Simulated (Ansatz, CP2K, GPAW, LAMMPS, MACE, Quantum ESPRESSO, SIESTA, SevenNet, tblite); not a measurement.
# Running amorphous carbon (64 atoms) with CP2K, part 2 of 3

Aim: run amorphous carbon (64 atoms) in CP2K and see how near its forces come to a plane-wave reference, and at what cost.

Program: CP2K 2026.2; the method stands at each step. Banners, paths, timers and routine set-up lines are dropped from the logs unmarked, and long logs keep their key lines alone; longer cuts are marked.

So far, r.m.s. force component (eV/Å): step 2 (PBE, DZVP-MOLOPT-SR, 450/50 Ry, diagonalisation) 1.27.

### 4. PBE, TZVP-UZH, 450/50 Ry, diagonalisation

Method: Kohn-Sham DFT, PBE, GTH-PBE pseudopotentials, Gaussian and plane waves, TZVP-MOLOPT (UZH set), diagonalisation.

Input file input.inp:

```
&GLOBAL
  PROJECT cell
  RUN_TYPE ENERGY_FORCE
  PRINT_LEVEL LOW
&END GLOBAL
&FORCE_EVAL
  METHOD QS
  STRESS_TENSOR ANALYTICAL
  &DFT
    BASIS_SET_FILE_NAME BASIS_MOLOPT_UZH
    POTENTIAL_FILE_NAME POTENTIAL_UZH
    &MGRID
      CUTOFF 450
      REL_CUTOFF 50
    &END MGRID
    &QS
      EPS_DEFAULT 1.0E-12
    &END QS
    &SCF
      SCF_GUESS ATOMIC
      EPS_SCF 5.0E-06
      MAX_SCF 200
      ADDED_MOS 28
      &DIAGONALIZATION
        ALGORITHM STANDARD
      &END DIAGONALIZATION
      &SMEAR ON
        METHOD FERMI_DIRAC
        ELECTRONIC_TEMPERATURE [K] 580
      &END SMEAR
      &MIXING
        METHOD BROYDEN_MIXING
        ALPHA 0.15
        NBROYDEN 12
      &END MIXING
      &PRINT
        &RESTART OFF
        &END RESTART
      &END PRINT
    &END SCF
    &XC
      &XC_FUNCTIONAL PBE
      &END XC_FUNCTIONAL
    &END XC
    &PRINT
      &MULLIKEN ON
      &END MULLIKEN
      &HIRSHFELD ON
        SHAPE_FUNCTION DENSITY
      &END HIRSHFELD
      &MO ON
        EIGENVALUES T
        OCCUPATION_NUMBERS T
        MO_INDEX_RANGE 117 140
        &EACH
          QS_SCF 0
        &END EACH
        ADD_LAST NUMERIC
      &END MO
    &END PRINT
  &END DFT
  &SUBSYS
    &CELL
      A 7.59030 0.00000 0.00000
      B 0.00000 7.59030 0.00000
      C 0.00000 0.00000 7.59030
    &END CELL
    &COORD
      C 6.33532 6.97761 5.42342
      C 6.62072 1.39145 3.81230
      C 3.96183 5.72316 4.84314
      C 2.99984 1.80740 7.44737
      C 4.64974 4.93962 7.16949
      C 1.54599 3.54619 1.33392
      C 6.39392 5.10425 3.93777
      C 5.66016 0.71599 0.76761
      C 2.78989 1.89697 5.92848
      C 4.06043 2.69456 0.55819
      C 1.48003 3.92631 4.71563
      C 6.46678 0.29139 2.89631
      C 2.76879 5.83565 3.86620
      C 4.73756 4.84337 1.78729
      C 2.02502 0.93285 0.63455
      C 2.23390 6.73510 6.46337
      C 4.65969 7.19644 0.74476
      C 1.39252 5.38145 4.42264
      C 5.79193 3.73352 3.88752
      C 7.30832 6.14237 6.24097
[... 40 atom lines left out ...]
      C 0.24130 2.86640 0.66408
      C 2.03549 7.06832 0.26604
      C 6.56257 0.99236 5.38782
      C 5.24922 1.77051 5.59959
    &END COORD
    &KIND C
      BASIS_SET TZVP-MOLOPT-PBE-GTH-q4
      POTENTIAL GTH-PBE-q4
    &END KIND
  &END SUBSYS
  &PRINT
    &FORCES ON
    &END FORCES
    &STRESS_TENSOR ON
    &END STRESS_TENSOR
  &END PRINT
&END FORCE_EVAL
```

On the command line:

```bash
> OMP_NUM_THREADS=1 mpirun -np 4 cp2k.psmp -i input.inp > output.txt
```

Numbers of over 12 decimals in the logs are rounded to 6 here.

What it wrote:

```text
CP2K| version string:                                       CP2K version 2026.2
 CP2K| Input file name                                                 input.inp
 GLOBAL| Basis set file name                                    BASIS_MOLOPT_UZH
 GLOBAL| Potential file name                                       POTENTIAL_UZH
 GLOBAL| Run type                                                   ENERGY_FORCE
 GLOBAL| Total number of message passing processes                             4
 GLOBAL| Number of threads for this process                                    1
 TOTAL NUMBERS AND MAXIMUM NUMBERS
  Total number of            - Atomic kinds:                                   1
                             - Atoms:                                         64
[... lines left out ...]
                        Smear method:                                FERMI_DIRAC
[... lines left out ...]
 Number of electrons:                                                        256
[... lines left out ...]
  Step     Update method      Time    Convergence         Total energy    Change
[... lines left out ...]
  *** SCF run converged in    20 steps ***
[... lines left out ...]
  Fermi energy:                                                 0.345761
  Total energy:                                              -362.021371
  Total energy (extrapolated to T->0):                       -362.017331
[... lines left out ...]
 MO| E(Fermi):            0.345761 a.u.          9.408628 eV
[... lines left out ...]
 !-----------------------------------------------------------------------------!
 !-----------------------------------------------------------------------------!
                           Hirshfeld Charges
  #Atom  Element  Kind  Ref Charge     Population                    Net charge
      1       C      1       4.000          4.013                        -0.013
      2       C      1       4.000          3.987                         0.013
      3       C      1       4.000          3.983                         0.017
[...]
63       C      1       4.000          3.980                         0.020
     64       C      1       4.000          3.987                         0.013
  Total Charge                                                           -0.000
 !-----------------------------------------------------------------------------!
 ENERGY| Total FORCE_EVAL ( QS ) energy [hartree]           -362.021333
 FORCES| Atomic forces [hartree/bohr]
 FORCES|   Atom     x               y               z               |f|
 FORCES|      1 -2.12483360E-02  1.15435752E-02 -1.66909928E-04   2.41820961E-02
 FORCES|      2  5.08334514E-02  1.78428114E-02  2.29809388E-02   5.85707201E-02
 FORCES|      3 -1.68031779E-02  3.73858780E-03 -2.30912329E-02   2.88015427E-02
[...]
FORCES|     63 -1.60099628E-03 -1.78529112E-02 -4.37372516E-03   1.84504498E-02
 FORCES|     64 -5.32782895E-03 -2.13752724E-02 -2.87211540E-02   3.61965844E-02
 FORCES| Sum     3.20559941E-05 -5.79226772E-05 -2.69130409E-05
 FORCES| Total atomic force                                       7.14628229E-05
 STRESS| Analytical stress tensor [bar]
 STRESS|                        x                   y                   z
 STRESS|      x       -1.13021737016E+05  -3.46068775655E+04  -1.50115273487E+04
 STRESS|      y       -3.46068775655E+04  -6.25024531891E+04  -1.71775966564E+04
 STRESS|      z       -1.50115273487E+04  -1.71775966564E+04   1.92386838294E+04
 STRESS| 1/3 Trace                                            -5.20951687918E+04
```

Elapsed: 1.9 min, on 4 MPI ranks of Arm Neoverse V1, shared host; peak memory 1.8 GiB.

Against the reference:

- r.m.s. force component: 1.27 eV/Å
- r.m.s. difference of force components: 33.45 meV/Å
- longest difference of force vectors: 134.2 meV/Å
- force difference over r.m.s. force: 2.659 %
- slope of forces against the reference's: 1.009
- correlation of force components: 0.9997
- pressure: -5.21 GPa
- pressure difference: 1.982 GPa

Against the first run (2.0 %), the force difference from the reference is 2.7 %, at 1.6 times the CPU time (on 4 against 2 cores), with 1088 basis functions against 832; this set comes with other potentials too, so the change isn't the basis's alone.

### 5. PBE, TZV2P-UZH, 450/50 Ry, diagonalisation

Method: Kohn-Sham DFT, PBE, GTH-PBE pseudopotentials, Gaussian and plane waves, TZV2P-MOLOPT (UZH set), diagonalisation.

input.inp, as its differences from that of step 4:

```diff
@@ -71,3 +71,3 @@
     &KIND C
-      BASIS_SET TZVP-MOLOPT-PBE-GTH-q4
+      BASIS_SET TZV2P-MOLOPT-PBE-GTH-q4
       POTENTIAL GTH-PBE-q4
```

What it wrote:

```text
CP2K| version string:                                       CP2K version 2026.2
 CP2K| Input file name                                                 input.inp
 GLOBAL| Basis set file name                                    BASIS_MOLOPT_UZH
 GLOBAL| Potential file name                                       POTENTIAL_UZH
 GLOBAL| Run type                                                   ENERGY_FORCE
 GLOBAL| Total number of message passing processes                             4
 GLOBAL| Number of threads for this process                                    1
[... lines left out ...]
                        Smear method:                                FERMI_DIRAC
[... lines left out ...]
 Number of electrons:                                                        256
[... lines left out ...]
  Step     Update method      Time    Convergence         Total energy    Change
[... lines left out ...]
  *** SCF run converged in    20 steps ***
[... lines left out ...]
  Fermi energy:                                                 0.344705
  Total energy:                                              -362.114345
  Total energy (extrapolated to T->0):                       -362.110299
[... lines left out ...]
 MO| E(Fermi):            0.344705 a.u.          9.379904 eV
[... lines left out ...]
     64       C      1       4.000          3.987                         0.013
  Total Charge                                                           -0.000
 !-----------------------------------------------------------------------------!
 ENERGY| Total FORCE_EVAL ( QS ) energy [hartree]           -362.114290
 FORCES| Atomic forces [hartree/bohr]
 FORCES|   Atom     x               y               z               |f|
 FORCES|      1 -2.04740339E-02  1.14130745E-02 -5.64411039E-04   2.34470231E-02
 FORCES|      2  5.04163804E-02  1.73290072E-02  2.20597052E-02   5.76952034E-02
 FORCES|      3 -1.68392518E-02  3.87138347E-03 -2.31273113E-02   2.88690239E-02
[...]
FORCES|     63 -1.59713483E-03 -1.80468276E-02 -3.99810708E-03   1.85532662E-02
 FORCES|     64 -5.14052378E-03 -2.13034493E-02 -3.02930626E-02   3.73889232E-02
 FORCES| Sum     2.86437594E-05 -6.35835231E-05 -2.80521884E-05
 FORCES| Total atomic force                                       7.51681757E-05
 STRESS| Analytical stress tensor [bar]
 STRESS|                        x                   y                   z
 STRESS|      x       -1.26069809140E+05  -3.47507868650E+04  -1.48871578530E+04
 STRESS|      y       -3.47507868650E+04  -7.56567266514E+04  -1.73344101442E+04
 STRESS|      z       -1.48871578530E+04  -1.73344101442E+04   4.53867138634E+03
 STRESS| 1/3 Trace                                            -6.57292881352E+04
```

Run time: 5 min. Hardware: 4 MPI ranks; peak memory 2 GiB; 20 min of CPU time.

Compared with the plane-wave run:

* r.m.s. force component: 1.261 eV/Å
* r.m.s. difference of force components: 16.86 meV/Å
* longest difference of force vectors: 59.25 meV/Å
* force difference over r.m.s. force: 1.341 %
* slope of forces against the reference's: 1.003
* correlation of force components: 0.9999
* pressure: -6.573 GPa
* pressure difference: 0.6181 GPa

Against the first run (2.0 %), the force difference from the reference is 1.3 %, at 4.1 times the CPU time (on 4 against 2 cores), with 1856 basis functions against 832; this set comes with other potentials too, so the change isn't the basis's alone.

### 6. LDA, DZVP-MOLOPT-SR, 450/50 Ry, diagonalisation

Method: Kohn-Sham DFT, LDA, GTH-PADE pseudopotentials, Gaussian and plane waves, DZVP-MOLOPT-SR-GTH, diagonalisation.

input.inp, as its differences from that of step 5:

```diff
@@ -9,4 +9,4 @@
   &DFT
-    BASIS_SET_FILE_NAME BASIS_MOLOPT_UZH
-    POTENTIAL_FILE_NAME POTENTIAL_UZH
+    BASIS_SET_FILE_NAME BASIS_MOLOPT
+    POTENTIAL_FILE_NAME GTH_POTENTIALS
     &MGRID
@@ -41,3 +41,3 @@
     &XC
-      &XC_FUNCTIONAL PBE
+      &XC_FUNCTIONAL PADE
       &END XC_FUNCTIONAL
@@ -68,2 +68,3 @@
     &COORD
+      SCALED
 [... 64 atom lines left out: the same atoms as in the first run ...]
@@ -71,4 +72,4 @@
     &KIND C
-      BASIS_SET TZV2P-MOLOPT-PBE-GTH-q4
-      POTENTIAL GTH-PBE-q4
+      BASIS_SET DZVP-MOLOPT-SR-GTH-q4
+      POTENTIAL GTH-PADE-q4
     &END KIND
```

On the command line:

```bash
> OMP_NUM_THREADS=2 cp2k.psmp -i input.inp > output.txt
```

What it wrote:

```text
CP2K| version string:                                       CP2K version 2026.2
 CP2K| Input file name                                                 input.inp
 GLOBAL| Basis set file name                                        BASIS_MOLOPT
 GLOBAL| Potential file name                                      GTH_POTENTIALS
[... lines left out ...]
 Number of electrons:                                                        256
[... lines left out ...]
  Step     Update method      Time    Convergence         Total energy    Change
[... lines left out ...]
  *** SCF run converged in    19 steps ***
[... lines left out ...]
  Fermi energy:                                                 0.332696
  Total energy:                                              -363.236078
  Total energy (extrapolated to T->0):                       -363.231981
[... lines left out ...]
 MO| E(Fermi):            0.332696 a.u.          9.053109 eV
[... lines left out ...]
 ENERGY| Total FORCE_EVAL ( QS ) energy [hartree]           -363.236179
[... lines left out ...]
 FORCES|      1 -1.89873241E-02  1.00340321E-02 -1.69752477E-03   2.15425594E-02
 FORCES|      2  5.00896283E-02  1.71875438E-02  2.12552776E-02   5.70628544E-02
 FORCES|      3 -1.85174816E-02  3.06474398E-03 -2.36033926E-02   3.01564243E-02
[...]
FORCES|     63 -2.67821579E-03 -1.76490776E-02 -4.32665062E-03   1.83679799E-02
 FORCES|     64 -5.57310975E-03 -2.18119290E-02 -3.50216601E-02   4.16333577E-02
 FORCES| Sum    -1.51883891E-04 -1.08429309E-04  1.84685180E-05
 FORCES| Total atomic force                                       1.87527911E-04
 STRESS| Analytical stress tensor [bar]
 STRESS|                        x                   y                   z
 STRESS|      x       -2.46010998890E+05  -3.88406173879E+04  -1.69512826148E+04
 STRESS|      y       -3.88406173879E+04  -1.94175670969E+05  -1.82578200366E+04
 STRESS|      z       -1.69512826148E+04  -1.82578200366E+04  -1.14990331282E+05
 STRESS| 1/3 Trace                                            -1.85059000380E+05
```

Wall time 2.4 min (2 threads); peak memory 1 GiB; 4.7 min of CPU time.

Against the reference:

```
r.m.s. force component                  : 1.267 eV/Å
r.m.s. difference of force components   : 54.16 meV/Å
longest difference of force vectors     : 209.1 meV/Å
force difference over r.m.s. force      : 4.305 %
slope of forces against the reference's : 1.006
correlation of force components         : 0.9991
pressure                                : -18.51 GPa
pressure difference                     : -11.31 GPa
```

Against the first run (2.0 %), the force difference from the reference is 4.3 %, at 0.97 times the CPU time; the model has changed, so this is no error of the program alone.

### 7. PBE, DZVP-MOLOPT-SR, 225/50 Ry, diagonalisation

Method: Kohn-Sham DFT, PBE, GTH-PBE pseudopotentials, Gaussian and plane waves, DZVP-MOLOPT-SR-GTH, diagonalisation.

input.inp, as its differences from that of step 6:

```diff
@@ -12,3 +12,3 @@
     &MGRID
-      CUTOFF 450
+      CUTOFF 225
       REL_CUTOFF 50
@@ -41,3 +41,3 @@
     &XC
-      &XC_FUNCTIONAL PADE
+      &XC_FUNCTIONAL PBE
       &END XC_FUNCTIONAL
@@ -67,9 +67,9 @@
     &END CELL
-    &COORD
-      SCALED
-[... 64 atom lines left out: the same atoms as in the first run ...]
-    &END COORD
+    &TOPOLOGY
+      COORD_FILE_NAME structure.xyz
+      COORD_FILE_FORMAT XYZ
+    &END TOPOLOGY
     &KIND C
       BASIS_SET DZVP-MOLOPT-SR-GTH-q4
-      POTENTIAL GTH-PADE-q4
+      POTENTIAL GTH-PBE-q4
     &END KIND
```

Input file structure.xyz:

```xyz
64

[... 64 atom lines left out: the same atoms as in the first run ...]
```

What it wrote:

```text
CP2K| version string:                                       CP2K version 2026.2
 CP2K| Input file name                                                 input.inp
 GLOBAL| Basis set file name                                        BASIS_MOLOPT
 GLOBAL| Potential file name                                      GTH_POTENTIALS
 GLOBAL| Run type                                                   ENERGY_FORCE
 GLOBAL| Total number of message passing processes                             1
 GLOBAL| Number of threads for this process                                    2
 TOTAL NUMBERS AND MAXIMUM NUMBERS
  Total number of            - Atomic kinds:                                   1
                             - Atoms:                                         64
[... lines left out ...]
                        Smear method:                                FERMI_DIRAC
[... lines left out ...]
 Number of electrons:                                                        256
[... lines left out ...]
  Step     Update method      Time    Convergence         Total energy    Change
[... lines left out ...]
  *** SCF run converged in    19 steps ***
[... lines left out ...]
  Fermi energy:                                                 0.345019
  Total energy:                                              -362.145413
  Total energy (extrapolated to T->0):                       -362.141356
[... lines left out ...]
 MO| E(Fermi):            0.345019 a.u.          9.388457 eV
[... lines left out ...]
 !-----------------------------------------------------------------------------!
 !-----------------------------------------------------------------------------!
                           Hirshfeld Charges
  #Atom  Element  Kind  Ref Charge     Population                    Net charge
      1       C      1       4.000          4.012                        -0.012
      2       C      1       4.000          3.986                         0.014
      3       C      1       4.000          3.983                         0.017
[...]
63       C      1       4.000          3.982                         0.018
     64       C      1       4.000          3.985                         0.015
  Total Charge                                                           -0.000
 !-----------------------------------------------------------------------------!
 ENERGY| Total FORCE_EVAL ( QS ) energy [hartree]           -362.145580
 FORCES| Atomic forces [hartree/bohr]
 FORCES|   Atom     x               y               z               |f|
 FORCES|      1 -2.09736239E-02  1.08418023E-02 -1.03214167E-03   2.36326658E-02
 FORCES|      2  5.11377994E-02  1.72066473E-02  2.23137001E-02   5.83870230E-02
 FORCES|      3 -1.69626787E-02  2.68613890E-03 -2.31102990E-02   2.87929459E-02
[...]
FORCES|     63 -2.48552816E-03 -1.86207463E-02 -4.24654202E-03   1.92598848E-02
 FORCES|     64 -4.69591228E-03 -2.12417329E-02 -3.16687034E-02   3.84209524E-02
 FORCES| Sum    -5.04645073E-03 -2.29501866E-03 -2.99087839E-03
 FORCES| Total atomic force                                       6.29913718E-03
 STRESS| Analytical stress tensor [bar]
 STRESS|                        x                   y                   z
 STRESS|      x       -1.25113307091E+05  -3.58520546908E+04  -1.58913804563E+04
 STRESS|      y       -3.58520546908E+04  -7.48529870224E+04  -1.68709481267E+04
 STRESS|      z       -1.58913804563E+04  -1.68709481267E+04   4.88203232007E+03
 STRESS| 1/3 Trace                                            -6.50280872643E+04
```

Wall time 2.2 min (2 threads); peak memory 0.57 GiB; 4.2 min of CPU time.

Compared with the plane-wave run:

```
r.m.s. force component                          : 1.273 eV/Å
r.m.s. difference of force components           : 35.95 meV/Å
longest difference of force vectors             : 120.7 meV/Å
force difference over r.m.s. force              : 2.858 %
slope of forces against the reference's         : 1.011
correlation of force components                 : 0.9997
pressure                                        : -6.503 GPa
pressure difference                             : 0.6882 GPa
energy less the same-level run's                : -0.2418 meV/atom
r.m.s. force difference from the same-level run : 26.46 meV/Å
```

This is a coarse setting, run to see what it loses.

Against the first run (2.0 %), the force difference from the reference is 2.9 %, at 0.88 times the CPU time: the grid matters here.

[end of part 2 of 3]

[Also dropped from logs without a mark: logging warnings of Python, and SIESTA's first energy breakdown and zero terms.]

[Logs are printed without paths, hosts, clocks, repeated set-up lines and the standing remarks that a program may print on its own settings, such as how far it seeks lower states.]

[Hosts, paths, dates, database ids (printed as entryN), source tags and the programs' standing remarks are cut or masked in the printed files.]
